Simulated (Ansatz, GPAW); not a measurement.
# Work function of a 4-layer slab of Rh(111) at several levels

Wanted: work functions and dipole of a 4-layer slab of Rh(111), with the cost of each level.

Method: GPAW, PAW setups; slab in vacuum, in the first sound run; inputs show where later runs differ, in GPAW 26.7.0 and Ansatz 0.2.0.

Most raw output is cut from this account.

### 1. Set-up

The cell holds 4 atoms: 4 Rh. Cell: a = 2.687 Å, b = 2.687 Å, c = 20.582 Å, α = 90.0°, β = 90.0°, γ = 60.0°. Vacuum lies along c.

### 2. Relaxation

Forces are removed first; all later runs use this geometry. The lowest 2 atoms are held at bulk positions and keep their forces.

Input file run.py:

```python
import json
import numpy as np
from ase import Atoms
from ase.constraints import FixAtoms
from ase.optimize import BFGS
from gpaw import GPAW, PW

slab = Atoms(
    ['Rh', 'Rh', 'Rh', 'Rh'],
    positions=[
        [0.00000, 0.00000, 7.00000],
        [1.34350, 0.77567, 9.19393],
        [2.68701, 1.55134, 11.38786],
        [0.00000, 0.00000, 13.58179]],
    cell=[[2.68701, 0.0, 0.0], [1.3435, 2.32702, 0.0], [0.0, 0.0, 20.58179]],
    pbc=[True, True, False])

slab.calc = GPAW(mode=PW(400), xc='PBE', kpts={'size': (13, 13, 1), 'gamma': True},
                 occupations={'name': 'fermi-dirac', 'width': 0.1}, nbands='160%',
                 convergence={'density': 0.0001}, maxiter=200,
                 poissonsolver={'dipolelayer': 'xy'},
                 symmetry={'tolerance': 1e-3, 'extra_ids': [1, 1, 0, 0]}, txt='slab.txt')
result = {}
slab.set_constraint(FixAtoms([0, 1]))
path = []
opt = BFGS(slab, maxstep=0.2)
opt.attach(lambda: path.append((slab.get_potential_energy(), slab.positions.tolist(), slab.get_forces().tolist())))
result['relaxed'] = bool(opt.run(fmax=0.05, steps=30))
result['path'] = path
energy = slab.get_potential_energy()
fermi = slab.calc.get_fermi_level()
v = slab.calc.get_electrostatic_potential().mean((0, 1)) - fermi
n = slab.calc.get_pseudo_density().mean((0, 1))
L = slab.cell[2, 2]
z = np.arange(len(v)) * L / len(v)
low, high = slab.positions[:, 2].min(), slab.positions[:, 2].max()
below, above = np.interp([low - 4.8, high + 4.8], z, v)
slopes = [np.interp(x, z, np.gradient(v, z)) for x in (low - 4.8, high + 4.8)]
eps = np.array([[slab.calc.get_eigenvalues(k, s) for k in range(len(slab.calc.get_ibz_k_points()))]
                for s in range(slab.calc.get_number_of_spins())]) - fermi
top, bottom = eps[eps < 0].max(), eps[eps > 0].min()
dipole = slab.get_dipole_moment()[2]
print(f'energy {energy:.4f} eV, Fermi level {fermi:.4f} eV, dipole {dipole:.5f} e A')
print(f'potential 4.8 A off the faces, from the Fermi level: lower {below:.4f} eV, upper {above:.4f} eV')
print(f'slope of the potential there: lower {slopes[0]:.5f}, upper {slopes[1]:.5f} eV/A')
print(f'nearest levels on the mesh: {top:.4f} and {bottom:.4f} eV')
print('magnetic moment', round(slab.get_magnetic_moment(), 3))
result.update(energy=energy, fermi=fermi, dipole=dipole, below=below, above=above, slopes=slopes, edges=[top, bottom],
              z=z.tolist(), v=v.tolist(), n=n.tolist(), positions=slab.positions.tolist(),
              forces=slab.get_forces(apply_constraint=False).tolist(), moments=slab.get_magnetic_moments().tolist())
json.dump(result, open('result.json', 'w'))
```

The run is started by

```bash
OMP_NUM_THREADS=1 OPENBLAS_NUM_THREADS=1 python run.py
```

The job ended after 48 s (1 thread of Intel Xeon Platinum 8375C at 2.90GHz (Ice Lake), shared host; peak memory 0.21 GiB).

Numbers from this step:

```
dipole along the normal                    : -1.59e-4 e·Å
levels nearest the Fermi level on the mesh : -0.01095, 0.006834 eV from the Fermi level
upper work function                        : 5.166 eV
lower work function                        : 5.166 eV
```

The electrostatic potential energy of an electron (without an applied field's), less the Fermi level, planar mean by z:

z (Å), electrostatic potential energy of an electron (without an applied field's), less the Fermi level, planar mean (eV) and a bar from the least value:
```
      0.0        5.2 ##############################
      0.5        5.2 ##############################
      1.0        5.2 ##############################
      1.5        5.2 ##############################
      2.0        5.2 ##############################
      2.5        5.2 ##############################
      3.0        5.2 ##############################
      3.5        5.2 ##############################
      4.0        5.1 ##############################
      4.5        5.1 ##############################
      5.0        4.8 ##############################
      5.5        4.0 #############################
      6.0        0.7 ##########################
      6.5      -11.5 ##############
      7.0      -25.6 
      7.5      -11.6 ##############
      8.0       -0.9 ########################
      8.5       -5.9 ###################
      9.0      -23.3 ##
      9.5      -19.5 ######
     10.0       -3.5 ######################
     10.5       -2.2 #######################
     11.0      -16.4 #########
     11.5      -25.1 #
     12.0       -8.2 #################
     12.5       -0.7 ########################
     13.0       -8.8 ################
     13.5      -25.3 
     14.0      -14.6 ###########
     14.5       -0.5 #########################
     15.0        3.7 #############################
     15.5        4.8 ##############################
     16.0        5.1 ##############################
     16.5        5.1 ##############################
     17.0        5.2 ##############################
     17.5        5.2 ##############################
     18.0        5.2 ##############################
     18.5        5.2 ##############################
     19.0        5.2 ##############################
     19.5        5.2 ##############################
     20.0        5.2 ##############################
```

The pseudo valence density, planar mean by z:

z (Å), pseudo valence density, planar mean (e/Å³) and a bar:
```
      3.5       0.00 
      4.0       0.00 
      4.5       0.00 
      5.0       0.01 
      5.5       0.05 #
      6.0       0.19 ##
      6.5       0.91 ###########
      7.0       2.45 ##############################
      7.5       0.88 ###########
      8.0       0.35 ####
      8.5       0.53 ######
      9.0       2.13 ##########################
      9.5       1.64 ####################
     10.0       0.43 #####
     10.5       0.37 ####
     11.0       1.29 ################
     11.5       2.31 ############################
     12.0       0.62 ########
     12.5       0.33 ####
     13.0       0.73 #########
     13.5       2.48 ##############################
     14.0       1.18 ##############
     14.5       0.25 ###
     15.0       0.06 #
     15.5       0.02 
     16.0       0.00 
     16.5       0.00 
     17.0       0.00 
     17.5       0.00
```

The starting forces already met the threshold, so no step was taken. The largest force left on a free atom is 0.048 eV/Å.

### 3. The slab's potential

With the geometry fixed, the planar mean of the potential gives the vacuum level on each side.

Edit run.py of step 2 so:

```diff
@@ -3,4 +3,2 @@
 from ase import Atoms
-from ase.constraints import FixAtoms
-from ase.optimize import BFGS
 from gpaw import GPAW, PW
@@ -19,12 +17,6 @@
                  occupations={'name': 'fermi-dirac', 'width': 0.1}, nbands='160%',
-                 convergence={'density': 0.0001}, maxiter=200,
+                 convergence={'density': 1e-05}, maxiter=200,
                  poissonsolver={'dipolelayer': 'xy'},
-                 symmetry={'tolerance': 1e-3, 'extra_ids': [1, 1, 0, 0]}, txt='slab.txt')
+                 symmetry={'tolerance': 1e-3}, txt='slab.txt')
 result = {}
-slab.set_constraint(FixAtoms([0, 1]))
-path = []
-opt = BFGS(slab, maxstep=0.2)
-opt.attach(lambda: path.append((slab.get_potential_energy(), slab.positions.tolist(), slab.get_forces().tolist())))
-result['relaxed'] = bool(opt.run(fmax=0.05, steps=30))
-result['path'] = path
 energy = slab.get_potential_energy()
```

It took 41 s on 1 thread; peak memory 0.21 GiB.

Numbers from this step:

```yaml
dipole_along_the_normal: -1.49e-4 e·Å
levels_nearest_the_fermi_level_on_the_mesh: -0.01095, 0.006888 eV from the Fermi level
```

The electrostatic potential energy of an electron (without an applied field's), less the Fermi level, planar mean oscillates, so the rows of the table below give means over windows of 1 Å about each position, cut where the curve ends. Its maxima inside the range that stand out by 2 % of the span (Å: eV): 8.0: -0.698, 10.3: -0.866, 12.5: -0.698. Its minima: 7.0: -25.7, 9.2: -26.2, 11.4: -26.2, 13.6: -25.7.

Electrostatic potential energy of an electron (without an applied field's), less the Fermi level, planar mean against z; means over each step:

```
z (Å)  electrostatic potential energy of an electron (without an applied field's), less the Fermi level, planar mean (eV)
    0                                                                                                                5.17
    1                                                                                                                5.17
    2                                                                                                                5.17
    3                                                                                                                5.16
    4                                                                                                                5.14
    5                                                                                                                4.75
    6                                                                                                              -0.850
    7                                                                                                               -20.1
    8                                                                                                               -3.55
    9                                                                                                               -19.2
   10                                                                                                               -6.13
   11                                                                                                               -15.6
   12                                                                                                               -10.2
   13                                                                                                               -10.6
   14                                                                                                               -14.3
   15                                                                                                                3.20
   16                                                                                                                5.03
   17                                                                                                                5.16
   18                                                                                                                5.17
   19                                                                                                                5.17
   20                                                                                                                5.17
```

The pseudo valence density, planar mean oscillates, so the rows of the table below give means over windows of 2.14 Å about each position, cut where the curve ends. Its maxima inside the range that stand out by 2 % of the span (Å: e/Å³): 7.1: 2.51, 9.2: 2.60, 11.4: 2.60, 13.5: 2.51. Its minima: 8.1: 0.325, 10.3: 0.322, 12.4: 0.325.

Pseudo valence density, planar mean against z; means over each step:

z (Å), pseudo valence density, planar mean (e/Å³) and a bar:
```
     1.07       0.00 
     3.21       0.00 
     5.35       0.11 ###
     7.49       1.10 ##############################
     9.63       1.11 ##############################
    11.77       1.11 ##############################
    13.91       1.05 ############################
    16.05       0.01 
    18.19       0.00
```

The potential is flat to 3.8e-4 eV/Å where it is read, so the vacuum is wide enough.

### 4. Self-consistent run: xc = "RPBE"

The same geometry under RPBE, to see how far the functional moves the levels against the vacuum.

Edit run.py of step 3 so:

```diff
@@ -15,3 +15,3 @@
 
-slab.calc = GPAW(mode=PW(400), xc='PBE', kpts={'size': (13, 13, 1), 'gamma': True},
+slab.calc = GPAW(mode=PW(400), xc='RPBE', kpts={'size': (13, 13, 1), 'gamma': True},
                  occupations={'name': 'fermi-dirac', 'width': 0.1}, nbands='160%',
```

Run time: 40 s. Hardware: 1 thread; peak memory 0.21 GiB.

This step gave:

| Item | Value |
| --- | --- |
| dipole along the normal | -1.50e-4 e·Å |
| levels nearest the Fermi level on the mesh | -0.01263, 0.002185 eV from the Fermi level |
| upper work function | 4.990 eV |
| lower work function | 4.990 eV |

The electrostatic potential energy of an electron (without an applied field's), less the Fermi level, planar mean oscillates, so the rows of the table below give means over windows of 1 Å about each position, cut where the curve ends. Its maxima inside the range that stand out by 2 % of the span (Å: eV): 8.0: -0.803, 10.3: -0.969, 12.5: -0.803. Its minima: 7.0: -25.8, 9.2: -26.2, 11.4: -26.2, 13.6: -25.8.

Electrostatic potential energy of an electron (without an applied field's), less the Fermi level, planar mean against z; means over each step:

```
z (Å)  electrostatic potential energy of an electron (without an applied field's), less the Fermi level, planar mean (eV)
    0                                                                                                                4.99
    1                                                                                                                4.99
    2                                                                                                                4.99
    3                                                                                                                4.99
    4                                                                                                                4.96
    5                                                                                                                4.57
    6                                                                                                              -0.976
    7                                                                                                               -20.2
    8                                                                                                               -3.64
    9                                                                                                               -19.3
   10                                                                                                               -6.22
   11                                                                                                               -15.7
   12                                                                                                               -10.2
   13                                                                                                               -10.7
   14                                                                                                               -14.4
   15                                                                                                                3.04
   16                                                                                                                4.85
   17                                                                                                                4.98
   18                                                                                                                4.99
   19                                                                                                                4.99
   20                                                                                                                4.99
```

The pseudo valence density, planar mean by z:

```
z (Å)  pseudo valence density, planar mean (e/Å³)
  3.0                                      7.0e-5
  3.5                                      2.6e-4
  4.0                                      9.2e-4
  4.5                                     0.00318
  5.0                                      0.0122
  5.5                                      0.0471
  6.0                                       0.192
  6.5                                       0.911
  7.0                                        2.45
  7.5                                       0.877
  8.0                                       0.345
  8.5                                       0.532
  9.0                                        2.13
  9.5                                        1.64
 10.0                                       0.433
 10.5                                       0.371
 11.0                                        1.29
 11.5                                        2.31
 12.0                                       0.623
 12.5                                       0.333
 13.0                                       0.729
 13.5                                        2.49
 14.0                                        1.19
 14.5                                       0.254
 15.0                                      0.0573
 15.5                                      0.0151
 16.0                                     0.00407
 16.5                                     0.00111
 17.0                                      3.2e-4
 17.5                                      9.0e-5
```

Force by atom:

```
atom  x (eV/Å)  y (eV/Å)  z (eV/Å)   size
 Rh1     0.000     0.000    -0.263  0.263
 Rh2     0.000     0.000    -0.009  0.009
 Rh3     0.000     0.000     0.009  0.009
 Rh4     0.000     0.000     0.263  0.263
```

The upper face's work function is 4.990 eV, against 5.166 eV in the first plane-wave PBE run at this geometry.

(Part 1 of 3 ends here.)

[Logs are printed without paths, hosts, clocks, repeated set-up lines and the standing remarks that a program may print on its own settings, such as how far it seeks lower states.]

[Hosts, paths, dates, database ids (printed as entryN), source tags and the programs' standing remarks are cut or masked in the printed files.]
